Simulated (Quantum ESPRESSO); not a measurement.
# YCrO4: parallel and opposed starts, part 3 of 3

A self-consistent run ends on one state, which hangs on the start. Several orders of YCrO4 are started in Quantum ESPRESSO and their energies compared.

Quantum ESPRESSO 7.5; LDA; plane waves with GBRV 1.5 LDA potentials, no spin-orbit coupling.

So far, largest spin moment in the atom's sphere (μB): step 2 (start 1: ferro ++) 0.665; step 3 (start 2: antiferro +−) 0.579; step 5 (the lowest state again, with its states saved) 0.665.

### Step 6. Projections on atomic orbitals

Level of this step: LDA; plane waves with GBRV 1.5 LDA potentials, no spin-orbit coupling, projections on orthogonalised atomic orbitals (Quantum ESPRESSO).

projwfc.x projects the saved states on orthogonalised atomic orbitals of the pseudopotential files.

Output:

```text
[banner, memory and clock lines left out]
Program PROJWFC v.7.5 starts

     [... lines left out ...]
     IMPORTANT: XC functional enforced from input :
     Exchange-correlation= PZ
                           (   1   1   0   0   0   0   0)
     Any further DFT definition will be discarded
     Please, verify this is what you really want

     G-vector sticks info

     Check: negative core charge=   -0.000005

     negative rho (up, down):  6.072E-04 2.205E-03

     Gaussian broadening (read from input): ngauss,degauss=   0    0.010000

     Calling projwave ....

  Problem Sizes
  natomwfc =           78
  nbnd     =           71
  nkstot   =           26
  npwx     =         4583
  nkb      =          176

     Atomic states used for projection
     (read from pseudopotential files):

     state #   1: atom   1 (Y  ), wfc  1 (l=0 m= 1)
     state #   2: atom   1 (Y  ), wfc  2 (l=1 m= 1)
     state #   3: atom   1 (Y  ), wfc  2 (l=1 m= 2)
     state #   4: atom   1 (Y  ), wfc  2 (l=1 m= 3)
     state #   5: atom   1 (Y  ), wfc  3 (l=2 m= 1)
     state #   6: atom   1 (Y  ), wfc  3 (l=2 m= 2)
     state #   7: atom   1 (Y  ), wfc  3 (l=2 m= 3)
     state #   8: atom   1 (Y  ), wfc  3 (l=2 m= 4)
     state #   9: atom   1 (Y  ), wfc  3 (l=2 m= 5)
     state #  10: atom   1 (Y  ), wfc  4 (l=0 m= 1)
     state #  11: atom   1 (Y  ), wfc  5 (l=1 m= 1)
     state #  12: atom   1 (Y  ), wfc  5 (l=1 m= 2)
     state #  13: atom   1 (Y  ), wfc  5 (l=1 m= 3)
     state #  14: atom   2 (Y  ), wfc  1 (l=0 m= 1)
     state #  15: atom   2 (Y  ), wfc  2 (l=1 m= 1)
     state #  16: atom   2 (Y  ), wfc  2 (l=1 m= 2)
     state #  17: atom   2 (Y  ), wfc  2 (l=1 m= 3)
     state #  18: atom   2 (Y  ), wfc  3 (l=2 m= 1)
     state #  19: atom   2 (Y  ), wfc  3 (l=2 m= 2)
     state #  20: atom   2 (Y  ), wfc  3 (l=2 m= 3)
     state #  21: atom   2 (Y  ), wfc  3 (l=2 m= 4)
     state #  22: atom   2 (Y  ), wfc  3 (l=2 m= 5)
     state #  23: atom   2 (Y  ), wfc  4 (l=0 m= 1)
     state #  24: atom   2 (Y  ), wfc  5 (l=1 m= 1)
     state #  25: atom   2 (Y  ), wfc  5 (l=1 m= 2)
     state #  26: atom   2 (Y  ), wfc  5 (l=1 m= 3)
     state #  27: atom   3 (Cr ), wfc  1 (l=0 m= 1)
     state #  28: atom   3 (Cr ), wfc  2 (l=1 m= 1)
     state #  29: atom   3 (Cr ), wfc  2 (l=1 m= 2)
     state #  30: atom   3 (Cr ), wfc  2 (l=1 m= 3)
     state #  31: atom   3 (Cr ), wfc  3 (l=0 m= 1)
     state #  32: atom   3 (Cr ), wfc  4 (l=2 m= 1)
     state #  33: atom   3 (Cr ), wfc  4 (l=2 m= 2)
     state #  34: atom   3 (Cr ), wfc  4 (l=2 m= 3)
     state #  35: atom   3 (Cr ), wfc  4 (l=2 m= 4)
     state #  36: atom   3 (Cr ), wfc  4 (l=2 m= 5)
     state #  37: atom   4 (Cr ), wfc  1 (l=0 m= 1)
     state #  38: atom   4 (Cr ), wfc  2 (l=1 m= 1)
     state #  39: atom   4 (Cr ), wfc  2 (l=1 m= 2)
     state #  40: atom   4 (Cr ), wfc  2 (l=1 m= 3)
     state #  41: atom   4 (Cr ), wfc  3 (l=0 m= 1)
     state #  42: atom   4 (Cr ), wfc  4 (l=2 m= 1)
     state #  43: atom   4 (Cr ), wfc  4 (l=2 m= 2)
     state #  44: atom   4 (Cr ), wfc  4 (l=2 m= 3)
     state #  45: atom   4 (Cr ), wfc  4 (l=2 m= 4)
     state #  46: atom   4 (Cr ), wfc  4 (l=2 m= 5)
     state #  47: atom   5 (O  ), wfc  1 (l=0 m= 1)
     state #  48: atom   5 (O  ), wfc  2 (l=1 m= 1)
     state #  49: atom   5 (O  ), wfc  2 (l=1 m= 2)
     state #  50: atom   5 (O  ), wfc  2 (l=1 m= 3)
     state #  51: atom   6 (O  ), wfc  1 (l=0 m= 1)
     state #  52: atom   6 (O  ), wfc  2 (l=1 m= 1)
     state #  53: atom   6 (O  ), wfc  2 (l=1 m= 2)
     state #  54: atom   6 (O  ), wfc  2 (l=1 m= 3)
     state #  55: atom   7 (O  ), wfc  1 (l=0 m= 1)
     state #  56: atom   7 (O  ), wfc  2 (l=1 m= 1)
     state #  57: atom   7 (O  ), wfc  2 (l=1 m= 2)
     state #  58: atom   7 (O  ), wfc  2 (l=1 m= 3)
     state #  59: atom   8 (O  ), wfc  1 (l=0 m= 1)
     state #  60: atom   8 (O  ), wfc  2 (l=1 m= 1)
[...]
state #  67: atom  10 (O  ), wfc  1 (l=0 m= 1)
[...]
Atom #   3: total charge =  12.5394, s =  2.3093, p =  5.9792, d =  4.2508,
                 spin up      =   6.6921, s =  1.1569,
                 spin up      =   6.6921, p =  2.9896, pz=  0.9961, px=  0.9968, py=  0.9968,
                 spin up      =   6.6921, d =  2.5455, dz2=  0.7227, dxz=  0.4047, dyz=  0.4047, dx2-y2=  0.3951, dxy=  0.6184,
                 spin down    =   5.8473, s =  1.1524,
                 spin down    =   5.8473, p =  2.9896, pz=  0.9961, px=  0.9968, py=  0.9968,
                 spin down    =   5.8473, d =  1.7053, dz2=  0.2808, dxz=  0.3715, dyz=  0.3715, dx2-y2=  0.3609, dxy=  0.3205,
                 polarization =   0.8448, s =  0.0045, p =  0.0001, d =  0.8403,
     Atom #   4: total charge =  12.5394, s =  2.3093, p =  5.9792, d =  4.2508,
                 spin up      =   6.6921, s =  1.1569,
                 spin up      =   6.6921, p =  2.9896, pz=  0.9961, px=  0.9968, py=  0.9968,
                 spin up      =   6.6921, d =  2.5455, dz2=  0.7227, dxz=  0.4047, dyz=  0.4047, dx2-y2=  0.3951, dxy=  0.6184,
                 spin down    =   5.8473, s =  1.1524,
                 spin down    =   5.8473, p =  2.9896, pz=  0.9961, px=  0.9968, py=  0.9968,
                 spin down    =   5.8473, d =  1.7053, dz2=  0.2808, dxz=  0.3715, dyz=  0.3715, dx2-y2=  0.3609, dxy=  0.3205,
                 polarization =   0.8448, s =  0.0045, p =  0.0001, d =  0.8403,
     Atom #   5: total charge =   6.4392, s =  1.6789, p =  4.7603, d =  0.0000,
                 spin up      =   3.2271, s =  0.8398,
                 spin up      =   3.2271, p =  2.3873, pz=  0.7816, px=  0.8291, py=  0.7766,
                 spin up      =   3.2271, d =  0.0000, dz2=  0.0000, dxz=  0.0000, dyz=  0.0000, dx2-y2=  0.0000, dxy=  0.0000,
                 spin down    =   3.2120, s =  0.8391,
                 spin down    =   3.2120, p =  2.3730, pz=  0.7773, px=  0.8225, py=  0.7732,
                 spin down    =   3.2120, d =  0.0000, dz2=  0.0000, dxz=  0.0000, dyz=  0.0000, dx2-y2=  0.0000, dxy=  0.0000,
                 polarization =   0.0151, s =  0.0007, p =  0.0144, d =  0.0000,
     Atom #   6: total charge =   6.4392, s =  1.6789, p =  4.7603, d =  0.0000,
                 spin up      =   3.2271, s =  0.8398,
                 spin up      =   3.2271, p =  2.3873, pz=  0.7816, px=  0.7766, py=  0.8291,
                 spin up      =   3.2271, d =  0.0000, dz2=  0.0000, dxz=  0.0000, dyz=  0.0000, dx2-y2=  0.0000, dxy=  0.0000,
                 spin down    =   3.2120, s =  0.8391,
                 spin down    =   3.2120, p =  2.3730, pz=  0.7773, px=  0.7732, py=  0.8225,
                 spin down    =   3.2120, d =  0.0000, dz2=  0.0000, dxz=  0.0000, dyz=  0.0000, dx2-y2=  0.0000, dxy=  0.0000,
                 polarization =   0.0151, s =  0.0007, p =  0.0144, d =  0.0000,
     Atom #   7: total charge =   6.4392, s =  1.6789, p =  4.7603, d =  0.0000,
                 spin up      =   3.2271, s =  0.8398,
                 spin up      =   3.2271, p =  2.3873, pz=  0.7816, px=  0.8291, py=  0.7766,
                 spin up      =   3.2271, d =  0.0000, dz2=  0.0000, dxz=  0.0000, dyz=  0.0000, dx2-y2=  0.0000, dxy=  0.0000,
                 spin down    =   3.2120, s =  0.8391,
                 spin down    =   3.2120, p =  2.3730, pz=  0.7773, px=  0.8225, py=  0.7732,
                 spin down    =   3.2120, d =  0.0000, dz2=  0.0000, dxz=  0.0000, dyz=  0.0000, dx2-y2=  0.0000, dxy=  0.0000,
                 polarization =   0.0151, s =  0.0007, p =  0.0144, d =  0.0000,
     Atom #   8: total charge =   6.4392, s =  1.6789, p =  4.7603, d =  0.0000,
                 spin up      =   3.2271, s =  0.8398,
                 spin up      =   3.2271, p =  2.3873, pz=  0.7816, px=  0.7766, py=  0.8291,
                 spin up      =   3.2271, d =  0.0000, dz2=  0.0000, dxz=  0.0000, dyz=  0.0000, dx2-y2=  0.0000, dxy=  0.0000,
                 spin down    =   3.2120, s =  0.8391,
                 spin down    =   3.2120, p =  2.3730, pz=  0.7773, px=  0.7732, py=  0.8225,
                 spin down    =   3.2120, d =  0.0000, dz2=  0.0000, dxz=  0.0000, dyz=  0.0000, dx2-y2=  0.0000, dxy=  0.0000,
                 polarization =   0.0151, s =  0.0007, p =  0.0144, d =  0.0000,
     Atom #   9: total charge =   6.4392, s =  1.6789, p =  4.7603, d =  0.0000,
                 spin up      =   3.2271, s =  0.8398,
                 spin up      =   3.2271, p =  2.3873, pz=  0.7816, px=  0.8291, py=  0.7766,
                 spin up      =   3.2271, d =  0.0000, dz2=  0.0000, dxz=  0.0000, dyz=  0.0000, dx2-y2=  0.0000, dxy=  0.0000,
                 spin down    =   3.2120, s =  0.8391,
                 spin down    =   3.2120, p =  2.3730, pz=  0.7773, px=  0.8225, py=  0.7732,
                 spin down    =   3.2120, d =  0.0000, dz2=  0.0000, dxz=  0.0000, dyz=  0.0000
```

Run time: 2.2 s. Hardware: 4 MPI ranks of Arm Neoverse V2, shared host; peak memory 0.45 GiB; 8.8 s of CPU time.

```
atom  moment in the sphere (μB)  Löwdin moment (μB)  Löwdin charge (e)
  Y1                      0.014               0.056             10.588
  Y2                      0.014               0.056             10.588
 Cr3                      0.665               0.845             12.539
 Cr4                      0.665               0.845             12.539
  O5                      0.010               0.015              6.439
  O6                      0.010               0.015              6.439
  O7                      0.010               0.015              6.439
  O8                      0.010               0.015              6.439
  O9                      0.010               0.015              6.439
 O10                      0.010               0.015              6.439
 O11                      0.010               0.015              6.439
 O12                      0.010               0.015              6.439
```

### Step 7. What came out

```yaml
lowest_state_found: ferromagnetic (from ferro ++)
largest_site_moment: 0.665 μB
next_state_with_moments: antiferromagnetic, 13.7 meV a seeded atom higher
```

What this shows: The smearing terms TS of the orders run from 34 to 44 meV a seeded atom, so the differences would change at a smaller width: an order with a larger TS is lowered more by the smearing. The largest moment reads 0.67 μB in the sphere and 0.84 μB by Löwdin projection; a site moment hangs on how space is shared out. Only these 2 starts were compared; other wavevectors, canted and longer-period orders were not. No Hubbard term acts here. In such compounds local and semilocal functionals without one often delocalise the d electrons, and can shrink or lose moments and miss the size, sign and order of the couplings. The smearing term is large for its width, so states at the Fermi level are partly filled: at this level the cell is a metal or has a gap of a few widths at most.

[Logs and program files are shortened in this print: banners, set-up blocks, solver, clock and traceback lines can be left out without a mark of their own.]

[Logs are printed without paths, hosts, clocks, repeated set-up lines and the standing remarks that a program may print on its own settings, such as how far it seeks lower states.]

[Hosts, paths, dates, database ids (printed as entryN), source tags and the programs' standing remarks are cut or masked in the printed files.]

[Where a cell is said to come from a database of computed structures, the database is the Materials Project.]
